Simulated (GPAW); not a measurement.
# Si2Mo: optical spectrum from first principles

Aim: the dielectric function of Si2Mo, and the optical constants that follow from it. The cell comes from an older database entry, whose edges can differ from later determinations, mostly by under a per cent.

Main program and level: GPAW 26.7.0; DFT, LDA, plane-wave PAW (GPAW data sets), scalar-relativistic, RPA, optical limit.

The database entry behind the starting cell is an old determination (1927), so it need not match the best structure at ambient conditions.

### Step 1. Set-up

The structure is tetragonal, space group I4/mmm (No. 139). The conventional cell has a = 3.200 Å, b = 3.200 Å, c = 7.861 Å, α = 90.00°, β = 90.00°, γ = 90.00°. Mo has 10 Si at 2.62 Å nearest. Nearest to Si lie 5 Si at 2.61 to 2.63 Å and 5 Mo at 2.62 Å. Farther neighbours are not listed.

As a file:

```cif
data_structure
_symmetry_space_group_name_H-M 'P 1'
_symmetry_Int_Tables_number 1
_cell_length_a 4.5353
_cell_length_b 4.5353
_cell_length_c 4.5353
_cell_angle_alpha 138.684
_cell_angle_beta 138.684
_cell_angle_gamma 59.857
_cell_volume 40.25
loop_
_atom_site_label
_atom_site_type_symbol
_atom_site_fract_x
_atom_site_fract_y
_atom_site_fract_z
_atom_site_occupancy
Mo1 Mo 0.00000 0.00000 0.00000 1
Si2 Si 0.66700 0.66700 0.00000 1
Si3 Si 0.33300 0.33300 0.00000 1
```

### Step 2. Bands for the response

At the fixed density, many empty bands are solved on the mesh of the response, since the spectrum sums over them.

This step: DFT, LDA, plane-wave PAW (GPAW data sets), scalar-relativistic, bands at fixed density (GPAW 26.7.0).

Contents of nscf.py:

```python
from ase.dft.bandgap import bandgap
from gpaw import GPAW, FermiDirac

calc = GPAW('gs.gpw').fixed_density(kpts={'size': (13, 13, 13), 'gamma': True}, nbands=48, convergence={'bands': 42},
                                    occupations=FermiDirac(0.05), txt='nscf.txt')
print('gap (eV)', bandgap(calc, output=None)[0])
print('direct gap (eV)', bandgap(calc, direct=True, output=None)[0])
print('top band over the Fermi level (eV)', min(calc.get_eigenvalues(kpt=k)[41] for k in range(len(calc.get_ibz_k_points()))) - calc.get_fermi_level())
calc.write('full.gpw', mode='all')
```

Started as:

```console
> OMP_NUM_THREADS=1 python nscf.py
```

Numbers of over 12 decimals in the logs are rounded to 6 here.

Output:

```text
Diagonalizing LCAO Hamiltonian
Converting LCAO to pw mode
convergence criteria:
- Maximum integral of absolute [eigenst]ate change: 4e-08 eV^2 / valence electron
maximum number of iterations: 150

SCF iterations
|iter     |      energy | eigst |  dens |
|iter:   1||             | +3.55 |       |
|iter:   2||             | +2.21 |       |
|iter:   3||             | +1.23 |       |
|iter:   4||             | +0.11 |       |
|iter:   5||             | -0.92 |       |
|iter:   6||             | -1.95 |       |
|iter:   7||             | -2.85 |       |
|iter:   8||             | -3.88 |       |
|iter:   9||             | -4.77 |       |
|iter:  10||             | -5.79 |       |
|iter:  11||             | -6.62 |       |
|iter:  12||             | -7.31 |       |
|iter:  13||             | -7.84c|       |
SCF steps: 13
  __  _  _
 | _ |_)|_||  |
 |__||  | ||/\| - 26.7.0

Versions:
  Python: 3.12.14
  ASE:    3.29.0
  Numpy:  2.5.5
  Scipy:  1.18.1
  Libxc:  7.0.0

Input parameters:
  mode=PW(ecut=500.0),
  convergence={'bands': 42},
  gpts=array([24, 24, 24]),
  kpts=MonkhorstPack(size=(13, 13, 13), gamma=True),
  maxiter=150,
  nbands=48,
  occupations=Occupations(name='fermi-dirac', width=0.05, fixmagmom=False),
  parallel={},
  xc=XC(name='LDA')

--- standard output ---
gap (eV) 0.0
direct gap (eV) 0.0
top band over the Fermi level (eV) 33.400650
```

Run time: 5.4 min. Hardware: 1 thread of Arm Neoverse V1, shared host; peak memory 0.37 GiB.

### Step 3. Dielectric function, RPA

Local fields let the induced charge screen the field inside the cell, which as a rule lowers ε, most along directions where the density is uneven.

This step: DFT, LDA, plane-wave PAW (GPAW data sets), scalar-relativistic, RPA, optical limit (GPAW 26.7.0).

Contents of df.py:

```python
from gpaw.response.df import DielectricFunction

df = DielectricFunction('full.gpw', frequencies={'type': 'nonlinear', 'domega0': 0.03, 'omega2': 8},
                        ecut=50,
                        eta=0.15,
                        nbands=42,
                        rate=0.05,
                        txt='df.txt')
for direction in ['x', 'z']:
    df.get_dielectric_function(xc='RPA', direction=direction, filename=f'df_{direction}.csv')
```

Started as:

```console
> OMP_NUM_THREADS=1 python df.py
```

Output:

```text
Using integrator: PointIntegrator
NonLinearFrequencyDescriptor(from 0.000 to 99.342 eV, 540 points)
Nonperiodic BCs:  [False False False]
Using integrator: PointIntegrator
NonLinearFrequencyDescriptor(from 0.000 to 99.342 eV, 540 points)
Nonperiodic BCs:  [False False False]
Using integrator: PointIntegrator

Calculating chi0 body with:
    Ground state adapter containing:
    Number of spins: 1
    Number of kpoints: 2197
    Number of irreducible kpoints: 196
    Number of completely occupied states: 10
    Number of partially occupied states: 13

    Linear response parametrization:
    q_c: [0.0, 0.0, 0.0]
    Number of frequency points: 540
    Planewave cutoff: 50.0
    Number of bands: 42
    Number of planewaves: 33
    Broadening (eta): 0.15

Integrating chi0 body.

Symmetries of q_c:
    Direct symmetries (Uq -> q): 16
    Indirect symmetries (TUq -> q): 0
In total 16 allowed symmetries.

196 groups of equivalent kpoints. 91.078744% reduction.

Integral kind: spectral function

Calculating chi0 optical extensions with:
    Ground state adapter containing:
    Number of spins: 1
    Number of kpoints: 2197
    Number of irreducible kpoints: 196
    Number of completely occupied states: 10
    Number of partially occupied states: 13

    Linear response parametrization:
    Number of frequency points: 540
    Planewave cutoff: 50.0
    Number of bands: 42
    Number of planewaves: 33
    Broadening (eta): 0.15
Integrating chi0 head and wings.

Symmetries of q_c:
    Direct symmetries (Uq -> q): 16
    Indirect symmetries (TUq -> q): 0
In total 16 allowed symmetries.

196 groups of equivalent kpoints. 91.078744% reduction.

Integral kind: spectral function wings

Calculating drude chi0 with:
    Number of frequency points:540
    Plasma frequency decay rate: 0.05 eV

    Ground state adapter containing:
    Number of spins: 1
    Number of kpoints: 2197
    Number of irreducible kpoints: 196
    Number of completely occupied states: 10
    Number of partially occupied states: 13

Symmetries of q_c:
    Direct symmetries (Uq -> q): 16
    Indirect symmetries (TUq -> q): 0
In total 16 allowed symmetries.

196 groups of equivalent kpoints. 91.078744% reduction.

Integral kind: intraband
Plasma frequency:
[[1.7 +0.j 0.  +0.j 0.  +0.j]
 [0.  +0.j 1.7 +0.j 0.  +0.j]
 [0.  -0.j 0.  +0.j 2.36+0.j]]
```

Wall time 64 s (1 thread); peak memory 0.27 GiB.

Sum at mesh points, not converged in k. Table of Im ε by photon energy; read off at these points:

```
photon energy (eV)  E ∥ x  E ∥ z
              0.50   4.43   5.09
              1.00   3.16   3.79
              1.50   4.77   8.44
              2.00   6.77   17.6
              2.50   11.8   37.3
              2.59   12.4   38.5
              3.00   14.5   29.9
              3.50   21.6   23.5
              3.89   29.3   20.8
              4.00   27.9   18.6
              4.50   21.1   15.2
              5.00   20.6   14.0
              5.22   23.8   17.0
              5.50   22.6   17.7
              6.00   21.4   20.3
              6.50   14.6   17.6
              7.00   11.3   13.7
              7.50   7.32   9.60
              8.00   6.06   5.96
              8.50   4.43   4.22
              9.00   4.09   3.41
              9.50   3.00   2.64
             10.00   2.20   1.97
             10.50   1.71   1.49
             11.00   1.63   1.15
             11.50   1.41  0.908
             12.00   1.23  0.842
             12.50  0.930  0.655
             13.00  0.908  0.622
             13.50  0.741  0.573
```

Values under 1 per cm are given as 1; sum at mesh points, not converged in k. Absorption coefficient against photon energy:

```
photon energy (eV)  E ∥ x (1/cm)  E ∥ z (1/cm)
               0.5         35216         55788
               1.0         37646         40128
               1.5         84192         1.1e5
               2.0         1.4e5         2.9e5
               2.5         3.1e5         8.1e5
               3.0         4.7e5         1.1e6
               3.5         7.4e5         1.1e6
               4.0         1.3e6         1.3e6
               4.5         1.4e6         1.2e6
               5.0         1.4e6         1.2e6
               5.5         1.9e6         1.6e6
               6.0         2.3e6         2.0e6
               6.5         2.4e6         2.3e6
               7.0         2.5e6         2.5e6
               7.5         2.4e6         2.7e6
               8.0         2.3e6         2.5e6
               8.5         2.3e6         2.4e6
               9.0         2.3e6         2.4e6
               9.5         2.3e6         2.4e6
              10.0         2.2e6         2.3e6
              10.5         2.1e6         2.2e6
              11.0         2.1e6         2.2e6
              11.5         2.0e6         2.1e6
              12.0         2.0e6         2.0e6
              12.5         2.0e6         1.9e6
              13.0         1.9e6         1.9e6
              13.5         1.9e6         1.9e6
```

The loss function −Im 1/ε at q → 0 has structure finer than the step of the table below, so its rows give means over 0.5 eV, whole bins alone (the curve runs from 0.305 to 14.0 eV). Peaks (eV: height): E ∥ x 0.40: 0.124; E ∥ z 0.46: 0.156, 4.89: 0.0703.

Sum at mesh points, not converged in k. Loss function −Im 1/ε at q → 0 against energy loss; means over each step:

```
energy loss (eV)   E ∥ x    E ∥ z
             1.0  0.0119  0.00654
             1.5  0.0127  0.00851
             2.0  0.0124   0.0125
             2.5  0.0189   0.0190
             3.0  0.0227   0.0325
             3.5  0.0227   0.0422
             4.0  0.0320   0.0525
             4.5  0.0449   0.0650
             5.0  0.0449   0.0648
             5.5  0.0433   0.0554
             6.0  0.0429   0.0504
             6.5  0.0486   0.0492
             7.0  0.0518   0.0490
             7.5  0.0570   0.0480
             8.0  0.0668   0.0512
             8.5  0.0711   0.0562
             9.0  0.0847   0.0638
             9.5  0.0791   0.0659
            10.0  0.0862   0.0684
            10.5  0.0994   0.0717
            11.0   0.122   0.0765
            11.5   0.134   0.0868
            12.0   0.144   0.0999
            12.5   0.146    0.112
            13.0   0.178    0.137
            13.5   0.197    0.157
```

Sum at mesh points, not converged in k. Table of reflectivity at normal incidence by photon energy; read off at these points:

| photon energy (eV) | E ∥ x (%) | E ∥ z (%) |
| --- | --- | --- |
| 0.500 | 29.2 | 24.9 |
| 0.750 | 36.0 | 38.8 |
| 1.000 | 38.6 | 44.3 |
| 1.250 | 40.5 | 46.7 |
| 1.500 | 39.5 | 49.2 |
| 1.750 | 41.6 | 51.2 |
| 2.000 | 43.5 | 53.1 |
| 2.250 | 45.2 | 56.1 |
| 2.500 | 45.5 | 59.0 |
| 2.750 | 46.1 | 59.7 |
| 2.819 | 46.2 | 59.8 |
| 3.000 | 46.1 | 58.1 |
| 3.250 | 47.7 | 55.0 |
| 3.500 | 51.3 | 54.0 |
| 3.750 | 53.8 | 54.6 |
| 3.936 | 55.5 | 54.4 |
| 4.000 | 55.2 | 53.3 |
| 4.250 | 54.6 | 50.8 |
| 4.500 | 52.0 | 49.1 |
| 4.750 | 50.6 | 46.0 |
| 5.000 | 50.5 | 44.0 |
| 5.250 | 54.9 | 48.1 |
| 5.500 | 55.8 | 49.9 |
| 5.750 | 58.5 | 51.4 |
| 6.000 | 61.7 | 54.7 |
| 6.250 | 64.1 | 58.4 |
| 6.500 | 64.0 | 59.8 |
| 6.750 | 64.2 | 63.5 |
| 7.000 | 66.0 | 64.5 |
| 7.250 | 68.1 | 67.4 |
| 7.500 | 68.4 | 69.2 |
| 7.750 | 67.3 | 72.1 |
| 8.000 | 66.6 | 72.1 |
| 8.250 | 68.0 | 73.1 |
| 8.500 | 69.2 | 73.4 |
| 8.578 | 69.3 | 73.3 |
| 8.750 | 67.1 | 72.8 |
| 9.000 | 65.5 | 73.1 |
| 9.250 | 68.2 | 73.1 |
| 9.500 | 70.2 | 74.6 |
| 9.750 | 72.0 | 75.9 |
| 10.000 | 71.4 | 75.8 |
| 10.250 | 71.6 | 77.0 |
| 10.500 | 71.8 | 77.3 |
| 10.750 | 69.4 | 78.4 |
| 11.000 | 68.2 | 78.2 |
| 11.250 | 68.1 | 79.1 |
| 11.500 | 68.3 | 78.5 |
| 11.750 | 67.9 | 77.6 |
| 12.000 | 68.4 | 77.0 |
| 12.250 | 69.2 | 79.3 |
| 12.342 | 70.7 | 79.5 |
| 12.423 | 71.5 | 78.8 |
| 12.500 | 71.4 | 77.6 |
| 12.750 | 70.1 | 76.9 |
| 13.000 | 67.7 | 75.5 |
| 13.250 | 69.4 | 75.5 |
| 13.500 | 68.8 | 74.7 |
| 13.750 | 67.4 | 75.6 |

Sum at mesh points, not converged in k. The Im ε, E ∥ x by photon energy; read off at these points:

```csv
photon energy (eV),without local fields,with local fields
0.50,4.47,4.43
1.00,3.18,3.16
1.50,4.86,4.77
2.00,7.15,6.77
2.50,12.7,11.8
3.00,15.4,14.5
3.50,22.8,21.6
3.89,30.4,29.3
4.00,28.7,27.9
4.50,21.4,21.1
5.00,20.8,20.6
5.17,23.4,23.6
5.50,22.4,22.6
6.00,21.1,21.4
6.50,14.2,14.6
7.00,11.0,11.3
7.50,7.12,7.32
8.00,5.98,6.06
8.50,4.46,4.43
9.00,4.19,4.09
9.50,3.04,3.00
10.00,2.22,2.20
10.50,1.73,1.71
11.00,1.66,1.63
11.50,1.44,1.41
12.00,1.26,1.23
12.50,0.952,0.930
13.00,0.935,0.908
13.50,0.756,0.741
```

At chosen wavelengths:

```csv
wavelength (nm),n x,k x,R (%) x,1/α x,n z,k z,R (%) z,1/α z
1064,4.42,0.524,40.4,162 nm,5.14,0.477,45.8,178 nm
800,4.33,0.505,39.6,126 nm,5.66,0.810,49.7,79 nm
633,4.75,0.676,43.3,75 nm,5.95,1.387,52.6,36 nm
532,4.90,1.088,45.6,39 nm,6.20,2.488,57.3,17 nm
405,4.71,1.507,46.0,21 nm,4.01,3.540,57.4,9.1 nm
365,5.13,1.822,49.8,16 nm,3.70,3.152,53.8,9.2 nm
308,4.30,3.186,55.0,7.7 nm,2.97,3.065,52.8,8.0 nm
```

In reflection the computed colour is light grey: x = 0.305, y = 0.325, luminous reflectivity 50 %.

### Step 4. Summary of results

At this level (LDA, RPA) Si2Mo is a metal. The mesh is too coarse to trust the carriers' weight, the reflectivity or the colour to better than tens of per cent. In reflection the computed colour is light grey: x = 0.305, y = 0.325, luminous reflectivity 50 %. The carriers' damping of 0.05 eV is typed, not computed; it shapes the response at the lowest energies. In this version of GPAW the matrix elements of the optical limit are incomplete, which can lower ε − 1 by up to a tenth where first-row anions or d states rule, and shift it by more in d metals. GPAW's carrier term has the form −ωp²/(ω + i·rate)², which damps like twice the rate and fails at low energy, so the curves leave the lowest energies out. The sum runs over mesh points 0.21 Å⁻¹ apart with no interpolation, so peaks are partly noise of the mesh, and the Drude plasma energy, a sum over the Fermi surface, isn't converged.

[Machine, clock and banner lines and Python warnings are left out of the logs.]

[Logs are printed without paths, hosts, clocks, repeated set-up lines and the standing remarks that a program may print on its own settings, such as how far it seeks lower states.]

[Hosts, paths, dates, database ids (printed as entryN), source tags and the programs' standing remarks are cut or masked in the printed files.]
